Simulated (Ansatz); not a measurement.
# What NaP3 (built on the NaN3 structure) distorts into, part 3 of 3

Aim: this structure of NaP3 (built on the NaN3 structure) is to be tested for unstable modes, and one is followed downhill.

Ansatz 0.2.0; DFT PBEsol, scalar-relativistic, plane waves, PAW.

So far. Step 5 (Energy along the mode, all amplitudes (two of the runs …): The lowest step is at 0.45 Å, 192 meV/atom below the parent, and the energy rises beyond it. Step 7 (The new phase in its own primitive cell): The largest force component left is 0.053 meV/Å and the pressure is 0.000 GPa, within the tolerances set. The cell now holds 19.21 Å³/atom. The relaxed cell has a = 5.897, c = 15.311 Å (conventional setting).

The structure was built from a prototype and need not be the compound's stable phase.

### 8. Modes of the new phase, k-mesh 9×9×9

A relaxed structure may still be a saddle point, so its zone-centre modes are computed. No field response is asked, since the mesh shows no gap.

The input, input.yaml:

```yaml
crystal:
  lattice:
    - [2.9484726852, 1.7023014985, 5.1035774134]
    - [-2.9484726852, 1.7023014985, 5.1035774134]
    - [0.0, -3.404602997, 5.1035774134]
  atoms:
    - { symbol: Na, position: [0.8039747259, 0.8039747259, 0.8039747259] }
    - { symbol: Na, position: [0.1960252741, 0.1960252741, 0.1960252741] }
    - { symbol: P, position: [0.6690172526, 0.2247096148, 0.2247096148] }
    - { symbol: P, position: [0.3309827474, 0.7752903852, 0.7752903852] }
    - { symbol: P, position: [0.7752903852, 0.3309827474, 0.7752903852] }
    - { symbol: P, position: [0.2247096148, 0.6690172526, 0.2247096148] }
    - { symbol: P, position: [0.7752903852, 0.7752903852, 0.3309827474] }
    - { symbol: P, position: [0.2247096148, 0.2247096148, 0.6690172526] }
kpoints:
  mp_grid: { grid: [9, 9, 9] }
hamiltonian:
  xc: pbesol
scf:
  occupations: { method: methfessel_paxton, width: 0.2 }
output:
  eigenvalues: true
phonons:
  method: dfpt
```

On the command line:

```console
ansatz run input.yaml --threads 8 --pin off --max-ram 14336MiB --backend cpu --events-out ev --progress --plain --runs-dir out
```

Standard output:

```text
[...]
Crystal: 8 atoms, lattice volume = 153.695 Å³
Basis set: ecut = 420 eV, 2981 PW (Γ), exchange–correlation on 90×90×90 points (8 copies of the dense FFT grid, shifted against one another)
Bands: 32, of which v1, the nominal top of the filled ones, is band 24 counted from 1 (23 counted from 0)
Symmetry: 12 space group operations
k-points: 365 of 729 (irreducible under 1 space group operation, time reversal used)
[...]
SCF iter   1: F=—  HF=-7391.941857 eV  |F-HF|=—  |Δ(HF+E_count)|=         —  Δρ=5.39e-3  dr2=5.67e-2  ethr=1.77e-3  ⟨swp⟩=9.1  Hψ=65001  notcnv=0
[...]
SCF iter  11: F=-7391.922013 eV  HF=-7391.922013 eV  |F-HF|=2.73e-12  |Δ(HF+E_count)|=  4.55e-11  S|Δr|=    0.00e0  Δρ=1.95e-8  dr2=1.10e-12  ethr=1.00e-12  ⟨swp⟩=13.8  Hψ=66077  notcnv=0
SCF 1 converged in 11 iterations: F = -7391.922013 eV  dr2 = 1.10e-12
[...]
DFPT response loops at Γ: preconditioner auto → Kerker (q_TF=auto, 2.247 Å⁻¹) (partly filled bands, converged f_vac=0.000); β = 1.00, the filter's whole step (`scf.mixing.beta` (0.50) is not read by the response loops under this deck's `scf.mixing.preconditioner`; to damp them name `kerker` or `kerker_dos`, under which they read `scf.mixing.beta`, and type it under 1.00, their step now; both keys bind the ground state too); Broyden in place of MSR1
SCF converged after 11 iterations
[...]
Free energy (F): -7391.922013 eV
[...]
Internal energy: -7391.926644 eV  (E = F + TS)
E sigma→0 (E₀):  -7391.923171 eV
Entropy (-TS):   0.004631 eV (0.579 meV/atom)
Fermi energy:    6.850421 eV
Step filling:    the computed levels leave a gap of 0.0000 eV = 0.0 smearing widths at the electron count; against every level under it full and every level over it empty, smearing changes F+E_penalty+E_count by +0.282 meV and its σ→0 estimate by -0.876 meV
[...]
--- Band table (eV; the first three rows and the last of 365) ---
  k-point 0: bands = [... 20 lower, 3.4933, 4.6696, 7.2260, 7.9297, 7.9297, 8.0580, 8.9835, 8.9835, ... 4 higher]
  k-point 1: bands = [... 20 lower, 3.8621, 4.4147, 7.3009, 7.4492, 7.7164, 8.2559, 8.7095, 9.0456, ... 4 higher]
  k-point 2: bands = [... 20 lower, 4.1112, 4.5228, 6.3279, 7.3776, 7.5675, 8.1518, 8.6939, 8.7819, ... 4 higher]
  k-point 364: bands = [... 20 lower, 4.4491, 4.9959, 5.1751, 5.7072, 7.4187, 7.5310, 7.9842, 9.5655, ... 4 higher]
--- Phonons (Γ-DFPT): 4 representative perturbations + reference, on 365 of 729 k-points (Σ response iterations 13) ---
  k mesh reduced under 1 symmetry operation, with k and −k counted as one. Each operation leaves every solved perturbation unchanged. A smaller set is not used because it would not reduce the number of displacements times k-points to solve
  ASR residual: 5.675e-6 → 0.000e0 eV/Å²; symmetrization residual: 4.143e-6 eV/Å²
  ASR residual per site (eV/Å²): 5.68e-6 5.68e-6 4.88e-6 4.88e-6 4.88e-6 4.88e-6 5.63e-6 5.63e-6
  Γ frequencies (cm⁻¹): -60.74 -60.74 0.00 0.00 0.00 42.57 42.57 108.41 108.41 118.35 118.35 130.95 148.70 153.74 153.74 172.49 233.34 244.55 329.48 357.06 357.06 359.04 362.11 362.11
  non-analytic LO–TO correction: not included (Born effective charges unavailable; polar crystals: no LO–TO splitting at Γ)
```

Elapsed: 1.9 min, on 8 threads of Arm Neoverse V2, shared host; peak memory 5.5 GiB.

Numbers from this step:

| Quantity | Value |
| --- | --- |
| sum-rule residual before enforcement | 5.68e-6 eV/Å² |
| point group | -3m |
| highest optical mode at the zone centre (no LO-TO term) | 362.1 cm⁻¹ |
| lowest optical zone-centre mode | -60.74 cm⁻¹ |

Patterns of degenerate modes are one choice out of their space. The modes at Γ (shares of kinetic energy by element, %) (negative means imaginary):

| mode | frequency (cm⁻¹) | symmetry | Na % | P % |
| --- | --- | --- | --- | --- |
| 1 | -60.7 | Eu | 17 | 83 |
| 2 | -60.7 | Eu | 17 | 83 |
| 3 | 0.0 | acoustic | 20 | 80 |
| 4 | 0.0 | acoustic | 20 | 80 |
| 5 | 0.0 | acoustic | 20 | 80 |
| 6 | 42.6 | Eg | 16 | 84 |
| 7 | 42.6 | Eg | 16 | 84 |
| 8 | 108.4 | Eu | 63 | 37 |
| 9 | 108.4 | Eu | 63 | 37 |
| 10 | 118.3 | Eg | 45 | 55 |
| 11 | 118.3 | Eg | 45 | 55 |
| 12 | 130.9 | A2g | 0 | 100 |
| 13 | 148.7 | A1g | 84 | 16 |
| 14 | 153.7 | Eg | 38 | 62 |
| 15 | 153.7 | Eg | 38 | 62 |
| 16 | 172.5 | A2u | 61 | 39 |
| 17 | 233.3 | A2u | 19 | 81 |
| 18 | 244.6 | A1g | 15 | 85 |
| 19 | 329.5 | A1u | 0 | 100 |
| 20 | 357.1 | Eu | 0 | 100 |
| 21 | 357.1 | Eu | 0 | 100 |
| 22 | 359.0 | A1g | 1 | 99 |
| 23 | 362.1 | Eg | 0 | 100 |
| 24 | 362.1 | Eg | 0 | 100 |

Displacements in mode 1 (-60.7 cm⁻¹), the largest set to 1:
```
Na1  0.05  1.00  0.00
Na2  0.05  1.00  0.00
P3   0.82 -0.67  0.40
P4   0.82 -0.67  0.40
P5  -0.80 -0.75  0.33
P6  -0.80 -0.75  0.33
P7  -0.06  0.68 -0.73
P8  -0.06  0.68 -0.73
```

Displacements in mode 24 (362.1 cm⁻¹), the largest set to 1:
```
Na1  0.00 -0.09  0.00
Na2  0.00  0.09  0.00
P3  -0.36  1.00 -0.28
P4   0.36 -1.00  0.28
P5  -0.36 -1.00  0.28
P6   0.36  1.00 -0.28
P7   0.00 -0.37 -0.57
P8   0.00  0.37  0.57
```

Before it was imposed, the acoustic sum rule was missed by 5.7e-6 eV/Å². Small misses are needed for a sound result but don't prove that mesh and cutoff are converged. The lowest optical mode is imaginary, 60.7i cm⁻¹, so the energy falls along it.

### 9. Outcome

| Property | Result |
| --- | --- |
| unstable mode of the parent | q = (-0.5, -0.5, -0.5), 217i cm⁻¹ |
| depth at the lowest point sampled | 192 meV/atom |
| largest atomic shift at that point | 0.45 Å |
| space group reached | R-3m |
| energy gained over the parent (first relaxation, on the mesh of the frozen mode) | 320 meV/atom |
| volume per atom, phase reached | 19.2 Å³ |
| lowest optical zone-centre mode, phase reached | -60.7 cm⁻¹ |
| highest optical mode at the zone centre (no LO-TO term), phase reached | 362 cm⁻¹ |

**Reading.** Along this mode the structure falls into R-3m, 320 meV/atom below the parent. At the parent's cell the well is 191.5 meV/atom deep on the steps tried, with its lowest point at a shift of 0.45 Å. Relaxing atoms and cell changes the gain by +128.82 meV/atom against the lowest step (energies at zero smearing). The new phase still has an imaginary mode at the zone centre of its cell, so it is a saddle point on the way to a lower structure. Of the 4 patterns followed from this parent, this one reaches the lowest energy. Each path keeps the symmetry of its pattern, so a lower phase may lie along a pattern not tried. With no gap, or one that is small against the smearing, the frequencies hang on the k mesh and the smearing, most of all near Kohn anomalies. The volume moved by more than a tenth on the k mesh of the start, so the energy gain is rough. A semilocal functional can close a gap that the real compound would have, so the metallic treatment may be an artefact of the level. The starting cell was built on a prototype and not taken from a measurement, so the phase need not exist.

[Long decimals in the printed logs are rounded to 6 places.]

[Logs are printed without paths, hosts, clocks, repeated set-up lines and the standing remarks that a program may print on its own settings, such as how far it seeks lower states.]

[Hosts, paths, dates, database ids (printed as entryN), source tags and the programs' standing remarks are cut or masked in the printed files.]

[Where the starting crystal was built by hand or by swapping elements, it need not be the compound's stable phase.]
